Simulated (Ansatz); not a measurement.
**C (Fd-3m, 2 atoms in the cell): zone-centre modes under pressure**

Aim: how do the optical modes of C (Fd-3m, 2 atoms in the cell) move with volume?

Method: DFT PBE, scalar-relativistic, plane waves, PAW; PAW set soft_1, in Ansatz 0.2.0.

### Step 1. Set-up

The structure is cubic, space group Fd-3m (No. 227). The conventional cell has a = 3.567 Å, b = 3.567 Å, c = 3.567 Å, α = 90.00°, β = 90.00°, γ = 90.00°. Nearest to C lie 4 C at 1.54 Å.

### Step 2. Bringing the structure to rest

The cell and atoms are relaxed, since residual forces and stress would shift the frequencies.

File input.yaml:

```yaml
crystal:
  lattice:
    - [0.0, 1.78337, 1.78337]
    - [1.78337, 0.0, 1.78337]
    - [1.78337, 1.78337, 0.0]
  atoms:
    - { symbol: C, position: [0.5, 0.5, 0.5] }
    - { symbol: C, position: [0.75, 0.75, 0.75] }
kpoints:
  mp_grid: { grid: [12, 12, 12] }
hamiltonian:
  xc: pbe
  pseudopotentials: { kind: paw, azcp: { folder: soft_1 } }
scf:
  occupations: { method: gaussian, width: 0.02 }
output:
  forces: true
  stress: true
  eigenvalues: true
relax:
  adjacent_minimum: "off"
  f_tol: 0.005
  max_steps: 80
  cell: { stress_tol: 0.05 }
```

Launch:

```sh
ansatz run input.yaml --threads 4 --pin off --max-ram 10240MiB --backend cpu --events-out ev --progress --plain --runs-dir out
```

Numbers of over 12 decimals in the logs are rounded to 6 here.

Log:

```text
Engine: ansatz 0.2.0, x86_64-unknown-linux-gnu
Pseudopotentials: kind: paw
Pseudopotential: C, paw, valence charge 4, recommended cutoff 420 eV (normal), soft_1/C.paw.azcp
Functional definition: PBE
  parameter kappa = 0.804
  parameter beta = 0.066725
  exchange = pbe_x(kappa = kappa, mu = beta*pi^2/3)
  correlation = pbe_c(beta = beta)
Crystal: 2 atoms, lattice volume = 11.344 Å³
Basis set: ecut = 420 eV, 229 PW (Γ), exchange–correlation on 36×36×36 points (8 copies of the dense FFT grid, shifted against one another)
Bands: 8, of which v1, the nominal top of the filled ones, is band 4 counted from 1 (3 counted from 0)
Symmetry: 48 space group operations
Space group: Fd-3m (ITA 227), of the structure as read, at distance tolerance 2.2e-5 Å
k-points: 72 of 1728
Non-local potential: C, projectors of the file, l = 0: 2, l = 1: 2, l = 2: 1
PAW form: soft (Blöchl's): semilocal exchange-correlation on the pseudo side does not see the compensation charge
PAW one-centre angular grid: C, 110 points (default); XC on 64 Gauss nodes
Initial density: superposition of atomic densities (chi_scale 0.1, normalization cell)
Initial wavefunctions: pseudopotential atomic-orbital guess
Functional: x = pbe(κ = 0.804, μ = 0.219515), c = pbe(β = 0.066725)
SCF iter   1: F=—  HF=-502.168200 eV  |F-HF|=—  |Δ(HF+E_count)|=         —  Δρ=1.39e-1  dr2=1.54e0  ethr=3.10e-3  ⟨swp⟩=4.8  Hψ=3719  notcnv=0
preconditioner: auto → none  [insulator: Δε(μ)=4.800 eV  Ē_g=19.616 eV  σ=0.020 eV  W_gap=1.00  n_scr=0 (ndim 8)  ℏωp=31.2 eV  f_vac=0.000  D(μ)=0.00/eV (n_scr^D=0)  ε∞_Penn≈3.5]
SCF iter   2: F=—  HF=-501.688599 eV  |F-HF|=—  |Δ(HF+E_count)|=   4.80e-1  Δρ=6.03e-2  dr2=2.77e-1  ethr=3.10e-3  ⟨swp⟩=2.9  Hψ=1673  notcnv=0
SCF iter   3: F=—  HF=-501.613944 eV  |F-HF|=—  |Δ(HF+E_count)|=   7.47e-2  Δρ=3.95e-3  dr2=6.55e-4  ethr=3.10e-3  ⟨swp⟩=3.0  Hψ=1152  notcnv=0
SCF iter   4: F=—  HF=-501.614529 eV  |F-HF|=—  |Δ(HF+E_count)|=   5.86e-4  Δρ=3.06e-4  dr2=3.27e-6  ethr=8.19e-6  ⟨swp⟩=2.2  Hψ=1127  notcnv=0
SCF iter   5: F=—  HF=-501.614533 eV  |F-HF|=—  |Δ(HF+E_count)|=   3.36e-6  Δρ=2.73e-5  dr2=2.50e-8  ethr=4.08e-8  ⟨swp⟩=2.1  Hψ=811  notcnv=0
SCF iter   6: F=-501.614533 eV  HF=-501.614533 eV  |F-HF|=5.23e-12  |Δ(HF+E_count)|=   5.99e-8  Δρ=7.92e-7  dr2=4.64e-11  ethr=3.12e-10  ⟨swp⟩=2.0  Hψ=2002  notcnv=0
SCF 1 converged in 6 iterations: F = -501.614533 eV  dr2 = 4.64e-11
  greatest PAW one-centre occupation: 0.646 electrons in one spin orbital (limit 2), on the C atom at site 1 (counted from 0), in its partial waves of l = 0
relax step   1: F+E_penalty+E_count = -501.61453280 eV  Δ(F+E_penalty+E_count) = +0.000e0 eV  max|allowed force component| = 1.850e-17 eV/Å  Δτ_max = 0.0000 Å  P = +1.794 GPa  Ω = 11.344 Å³  (6 SCF iters, dr2 threshold 1.00e-7 eV, accepted)
Crystal: 2 atoms, lattice volume = 11.372 Å³
Initial density: handed on by an earlier stage of this run
Initial wavefunctions: those handed on with the density
iter 1 solved again at ethr=4.54e-7 eV; its pass at ethr=3.10e-3 eV (dr2=3.63e-5 eV) is discarded
SCF iter   1: F=—  HF=-501.614658 eV  |F-HF|=—  |Δ(HF+E_count)|=         —  Δρ=5.99e-4  dr2=3.55e-5  ethr=4.54e-7  ⟨swp⟩=1.0  Hψ=3969  notcnv=0
preconditioner: auto → none  [insulator: Δε(μ)=4.152 eV  Ē_g=19.588 eV  σ=0.020 eV  W_gap=1.00  n_scr=0 (ndim 8)  ℏωp=31.1 eV  f_vac=0.000  D(μ)=0.00/eV (n_scr^D=0)  ε∞_Penn≈3.5]
SCF iter   2: F=—  HF=-501.614648 eV  |F-HF|=—  |Δ(HF+E_count)|=   9.68e-6  Δρ=2.48e-4  dr2=6.26e-6  ethr=4.43e-7  ⟨swp⟩=1.0  Hψ=576  notcnv=0
iter 3 did not close the SCF: its close was put off for the readings that it lacked (scf_convergence_deferred on its scf_iter line)
SCF iter   3: F=-501.614647 eV  HF=-501.614647 eV  |F-HF|=2.49e-8  |Δ(HF+E_count)|=   1.60e-6  Δρ=2.10e-5  dr2=2.85e-8  ethr=7.83e-8  ⟨swp⟩=2.0  Hψ=864  notcnv=0
iter 4 did not close the SCF: its close was put off for the readings that it lacked (scf_convergence_deferred on its scf_iter line)
SCF iter   4: F=-501.614647 eV  HF=-501.614647 eV  |F-HF|=5.83e-10  |Δ(HF+E_count)|=   2.80e-8  Δρ=3.70e-6  dr2=1.27e-9  ethr=3.56e-10  ⟨swp⟩=2.4  Hψ=843  notcnv=0
iter 5 did not close the SCF: its close was put off for the readings that it lacked (scf_convergence_deferred on its scf_iter line)
SCF iter   5: F=-501.614647 eV  HF=-501.614647 eV  |F-HF|=1.99e-12  |Δ(HF+E_count)|=  4.32e-10  Δρ=2.72e-7  dr2=5.75e-12  ethr=1.59e-11  ⟨swp⟩=2.1  Hψ=865  notcnv=0
SCF iter   6: F=-501.614647 eV  HF=-501.614647 eV  |F-HF|=1.14e-13  |Δ(HF+E_count)|=  1.42e-12  Δρ=1.60e-8  dr2=1.89e-14  ethr=1.00e-12  ⟨swp⟩=1.0  Hψ=1440  notcnv=0
SCF 2 converged in 6 iterations: F = -501.614647 eV  dr2 = 1.89e-14
relax step   2: F+E_penalty+E_count = -501.61464673 eV  Δ(F+E_penalty+E_count) = -1.139e-4 eV  max|allowed force component| = 1.850e-16 eV/Å  Δτ_max = 0.0000 Å  P = +0.701 GPa  Ω = 11.372 Å³  energy of the carried Pulay correction = -1.034e-4 eV  (6 SCF iters, dr2 threshold 2.00e-7 eV, accepted)
Crystal: 2 atoms, lattice volume = 11.390 Å³
iter 1 solved again at ethr=1.87e-7 eV; its pass at ethr=3.10e-3 eV (dr2=1.50e-5 eV) is discarded
SCF iter   1: F=—  HF=-501.614624 eV  |F-HF|=—  |Δ(HF+E_count)|=         —  Δρ=3.84e-4  dr2=1.46e-5  ethr=1.87e-7  ⟨swp⟩=1.0  Hψ=3974  notcnv=0
preconditioner: auto → none  [insulator: Δε(μ)=4.149 eV  Ē_g=19.565 eV  σ=0.020 eV  W_gap=1.00  n_scr=0 (ndim 8)  ℏωp=31.1 eV  f_vac=0.000  D(μ)=0.00/eV (n_scr^D=0)  ε∞_Penn≈3.5]
SCF iter   2: F=—  HF=-501.614620 eV  |F-HF|=—  |Δ(HF+E_count)|=   4.05e-6  Δρ=1.59e-4  dr2=2.58e-6  ethr=1.83e-7  ⟨swp⟩=1.0  Hψ=578  notcnv=0
iter 3 did not close the SCF: its close was put off for the readings that it lacked (scf_convergence_deferred on its scf_iter line)
SCF iter   3: F=-501.614620 eV  HF=-501.614620 eV  |F-HF|=1.03e-8  |Δ(HF+E_count)|=   6.61e-7  Δρ=1.35e-5  dr2=1.17e-8  ethr=3.23e-8  ⟨swp⟩=2.0  Hψ=864  notcnv=0
iter 4 did not close the SCF: its close was put off for the readings that it lacked (scf_convergence_deferred on its scf_iter line)
SCF iter   4: F=-501.614620 eV  HF=-501.614620 eV  |F-HF|=2.35e-10  |Δ(HF+E_count)|=   1.16e-8  Δρ=2.34e-6  dr2=5.11e-10  ethr=1.46e-10  ⟨swp⟩=2.4  Hψ=845  notcnv=0
iter 5 did not close the SCF: its close was put off for the readings that it lacked (scf_convergence_deferred on its scf_iter line)
SCF iter   5: F=-501.614620 eV  HF=-501.614620 eV  |F-HF|=1.02e-12  |Δ(HF+E_count)|=  1.74e-10  Δρ=1.72e-7  dr2=2.28e-12  ethr=6.39e-12  ⟨swp⟩=2.1  Hψ=865  notcnv=0
SCF iter   6: F=-501.614620 eV  HF=-501.614620 eV  |F-HF|=2.84e-13  |Δ(HF+E_count)|=  9.09e-13  Δρ=9.94e-9  dr2=7.24e-15  ethr=1.00e-12  ⟨swp⟩=1.0  Hψ=1440  notcnv=0
SCF 3 converged in 6 iterations: F = -501.614620 eV  dr2 = 7.24e-15
relax step   3: F+E_penalty+E_count = -501.61461977 eV  Δ(F+E_penalty+E_count) = +2.696e-5 eV  max|allowed force component| = 1.897e-16 eV/Å  Δτ_max = 0.0000 Å  P = +0.004 GPa  Ω = 11.390 Å³  energy of the carried Pulay correction = -1.699e-4 eV  (6 SCF iters, dr2 threshold 2.00e-7 eV, accepted)
Initial wavefunctions: pseudopotential atomic-orbital guess (no wavefunctions were taken with the density)
iter 1 solved again at ethr=2.20e-8 eV; its pass at ethr=3.10e-3 eV (dr2=1.76e-6 eV) is discarded
SCF iter   1: F=—  HF=-501.614735 eV  |F-HF|=—  |Δ(HF+E_count)|=         —  Δρ=1.53e-5  dr2=3.31e-9  ethr=2.20e-8  ⟨swp⟩=3.3  Hψ=5488  notcnv=0
preconditioner: auto → none  [insulator: Δε(μ)=4.151 eV  Ē_g=19.565 eV  σ=0.020 eV  W_gap=1.00  n_scr=0 (ndim 8)  ℏωp=31.1 eV  f_vac=0.000  D(μ)=0.00/eV (n_scr^D=0)  ε∞_Penn≈3.5]
SCF iter   2: F=—  HF=-501.614735 eV  |F-HF|=—  |Δ(HF+E_count)|=   5.77e-7  Δρ=7.76e-6  dr2=7.97e-10  ethr=4.14e-11  ⟨swp⟩=2.2  Hψ=853  notcnv=0
iter 3 did not close the SCF: its close was put off for the readings that it lacked (scf_convergence_deferred on its scf_iter line)
SCF iter   3: F=-501.614735 eV  HF=-501.614735 eV  |F-HF|=5.06e-12  |Δ(HF+E_count)|=   3.07e-9  Δρ=3.02e-7  dr2=1.71e-12  ethr=9.96e-12  ⟨swp⟩=2.0  Hψ=863  notcnv=0
iter 4 did not close the SCF: its close was put off for the readings that it lacked (scf_convergence_deferred on its scf_iter line)
SCF iter   4: F=-501.614735 eV  HF=-501.614735 eV  |F-HF|=1.14e-13  |Δ(HF+E_count)|=  5.46e-12  Δρ=1.80e-8  dr2=8.06e-15  ethr=1.00e-12  ⟨swp⟩=1.0  Hψ=576  notcnv=0
iter 5 did not close the SCF: its close was put off for the readings that it lacked (scf_convergence_deferred on its scf_iter line)
SCF iter   5: F=-501.614735 eV  HF=-501.614735 eV  |F-HF|=0.00e0  |Δ(HF+E_count)|=  1.14e-13  Δρ=1.55e-9  dr2=1.69e-16  ethr=1.00e-12  ⟨swp⟩=1.0  Hψ=576  notcnv=0
iter 6 did not close the SCF: its close was put off for the readings that it lacked (scf_convergence_deferred on its scf_iter line)
SCF iter   6: F=-501.614735 eV  HF=-501.614735 eV  |F-HF|=3.41e-13  |Δ(HF+E_count)|=  5.68e-14  Δρ=2.26e-10  dr2=1.80e-18  ethr=1.00e-12  ⟨swp⟩=1.0  Hψ=576  notcnv=0
SCF iter   7: F=-501.614735 eV  HF=-501.614735 eV  |F-HF|=5.68e-14  |Δ(HF+E_count)|=    0.00e0  Δρ=7.09e-11  dr2=4.87e-19  ethr=1.00e-12  ⟨swp⟩=1.3  Hψ=1468  notcnv=0
SCF 4 converged in 7 iterations: F = -501.614735 eV  dr2 = 4.87e-19
relax step   4: F+E_penalty+E_count = -501.61473483 eV  Δ(F+E_penalty+E_count) = -1.151e-4 eV  max|allowed force component| = 2.012e-16 eV/Å  Δτ_max = 0.0000 Å  P = +0.030 GPa  Ω = 11.390 Å³  stress off target by 2.96e-2 GPa  SCF on the basis re-selected at this cell (its energy is not comparable with the rows above)  (7 SCF iters)
basis re-selected at this cell: Δ(F+E_penalty+E_count) = -1.151e-4 eV, ΔP = +0.026 GPa vs the last step (what re-selecting the basis moved, of the pressure what is left beyond the Pulay correction that the steps carried, after the strain that the cell walked since its last selection, with what the two solves' SCF thresholds leave and, on support functions, any second-order correction that the steps lacked; it is no m [...]
SCF converged after 7 iterations
Free energy (F): -501.614735 eV
Harris-Foulkes:  -501.614735 eV  (|F-HF|=5.68e-14)
Internal energy: -501.614735 eV  (E = F + TS)
E sigma→0 (E₀):  -501.614735 eV
Fermi energy:    15.349756 eV
--- Per-component energies (eV) ---
  E_band       = 34.549471
  E_kinetic    = 179.502065
  E_local      = -110.698283  (includes V_loc(G=0)·N_el)
  E_nonlocal   = 45.794465
  E_hartree    = 26.520597
  E_xc         = -95.356061
  E_vxc        = -117.762768  (∫ρ·V_xc dr)
  E_paw        = -199.884582  (= ΣΔE_a)
  E_vpaw       = -15.327245  (= ΣTr[D̂ρ^β])
  E_aug_tail   = 0.000043  (compensation charges beyond the density's cutoff)
  E_ewald      = -347.492979
  E_smearing   = -0.000000  (= −TS)
  E_closure    = -0.000000  (closes the sum)
  Σ components = -501.614735   (vs F -501.614735, Δ=0.00e0)
--- Forces (eV/Å), atoms counted from 1 ---
  atom   1  C      0.00000000    -0.00000000    -0.00000000
  atom   2  C      0.00000000     0.00000000     0.00000000
  max |Σ_I F_I| component: 9.25e-17 eV/Å
--- Stress (GPa, compression-positive) ---
        0.029574       0.000000      -0.000000
        0.000000       0.029574      -0.000000
       -0.000000      -0.000000       0.029574
  P = ⅓ Tr σ = 0.0296 GPa (0.296 kbar)
--- Band table (eV; the first three rows and the last of 72) ---
  k-point 0: bands = ["-8.1591", "13.2742", "13.2742", "13.2742", "18.8552", "18.8552", "18.8552", "26.4328"]
  k-point 1: bands = ["-7.9673", "12.0515", "12.9523", "12.9523", "19.2754", "19.2754", "19.5631", "26.6028"]
  k-point 2: bands = ["-7.3941", "9.5279", "12.2531", "12.2531", "20.1894", "20.1894", "20.6355", "27.0944"]
  k-point 71: bands = ["1.3166", "1.3166", "4.9803", "4.9803", "23.8762", "23.8762", "25.5127", "25.5127"]
--- Relaxed structure (3 steps of the walk, 3 accepted, 1 SCFs on fresh bases) ---
  F+E_penalty+E_count = -501.61473483 eV   max|allowed force component| = 2.012e-16 eV/Å   (the final SCF, on the basis selected at the relaxed cell)
  cell:  # Å, volume = 11.3896 Å³
    - [0, 1.785774, 1.785774]
    - [1.785774, 0, 1.785774]
    - [1.785774, 1.785774, 0]
  atoms:
    - { symbol: C, position: [0.500000, 0.500000, 0.500000] }
    - { symbol: C, position: [0.750000, 0.750000, 0.750000] }
```

Wall time 0.88 s (4 threads of AMD EPYC 7B13 (Zen 3), shared host); peak memory 0.32 GiB.

Relaxation path:

```tsv
step	energy less that of the first step (eV)	largest force component (eV/Å)	pressure (GPa)	volume (Å³)
1	0.0000	0.0000	1.79	11.34
2	-0.0001	0.0000	0.70	11.37
3	-0.0001	0.0000	0.00	11.39
4*	-0.0002	0.0000	0.03	11.39
```

Relaxation steps marked * repeat the geometry before them on a plane-wave basis chosen anew for their cell, so energy and pressure can jump there.

The run keeps the 48 symmetry operations that it works with, so distortions that break them were not tested.

```tsv
conventional cell, symmetrised	before	after	change
a (Å)	3.567	3.572	+0.1 %
b (Å)	3.567	3.572	+0.1 %
c (Å)	3.567	3.572	+0.1 %
volume (Å³/atom)	5.67	5.69	+0.4 %
```

Final coordinates:

```
C
1.0
     0.00000    1.78577    1.78577
     1.78577    0.00000    1.78577
     1.78577    1.78577    0.00000
C
2
Direct
  0.50000 0.50000 0.50000
  0.75000 0.75000 0.75000
```

This step gave:

```yaml
pressure: 0.02957 GPa
gap_on_the_k_mesh: 4.151 eV
volume_per_atom: 5.695 Å³
```

In this step the volume went from 5.67 to 5.69 Å³/atom.

### Step 3. Tight relaxation

Phonons need small forces and stress, so the relaxation is finished with tight tolerances on 12×12×12 k points.

input.yaml, the sections that differ from step 2:

```yaml
crystal:
  lattice:
    - [0.0, 1.7857737992, 1.7857737992]
    - [1.7857737992, 0.0, 1.7857737992]
    - [1.7857737992, 1.7857737992, 0.0]
  atoms:
    - { symbol: C, position: [0.5, 0.5, 0.5] }
    - { symbol: C, position: [0.75, 0.75, 0.75] }
scf:
  occupations: { method: fixed }
relax:
  adjacent_minimum: "off"
  f_tol: 0.001
  max_steps: 60
  cell: { stress_tol: 0.01 }
# kpoints, hamiltonian, output: as in step 2
```

Log:

```text
[...]
Crystal: 2 atoms, lattice volume = 11.390 Å³
Basis set: ecut = 420 eV, 229 PW (Γ), exchange–correlation on 36×36×36 points (8 copies of the dense FFT grid, shifted against one another)
Bands: 8, of which v1, the nominal top of the filled ones, is band 4 counted from 1 (3 counted from 0)
Symmetry: 48 space group operations
[...]
k-points: 72 of 1728
[...]
P = ⅓ Tr σ = -0.0002 GPa (-0.002 kbar)
--- Band table (eV; the first three rows and the last of 72) ---
[...]
--- Relaxed structure (3 steps of the walk, 3 accepted, 1 SCFs on fresh bases) ---
[...]
cell:  # Å, volume = 11.3904 Å³
    - [0, 1.785815, 1.785815]
    - [1.785815, 0, 1.785815]
    - [1.785815, 1.785815, 0]
  atoms:
    - { symbol: C, position: [0.5, 0.5, 0.5] }
    - { symbol: C, position: [0.750000, 0.750000, 0.750000] }
[key lines of the parts left out:]
SCF converged after 3 iterations
Free energy (F): -501.614732 eV
Fermi energy:    13.272969 eV
```

Wall time 0.73 s (4 threads); peak memory 0.31 GiB.

Little changed from the start: no atom moved by 0.005 Å and no cell edge by 0.1 %.

Numbers from this step:

```yaml
pressure: -1.69e-4 GPa
```

The forces vanish by symmetry and the pressure is 0.000 GPa, within the tolerances set. The cell now holds 5.70 Å³/atom.

[end of part 1 of 2]

[Logs are printed without paths, hosts, clocks, repeated set-up lines and the standing remarks that a program may print on its own settings, such as how far it seeks lower states.]

[Hosts, paths, dates, database ids (printed as entryN), source tags and the programs' standing remarks are cut or masked in the printed files.]
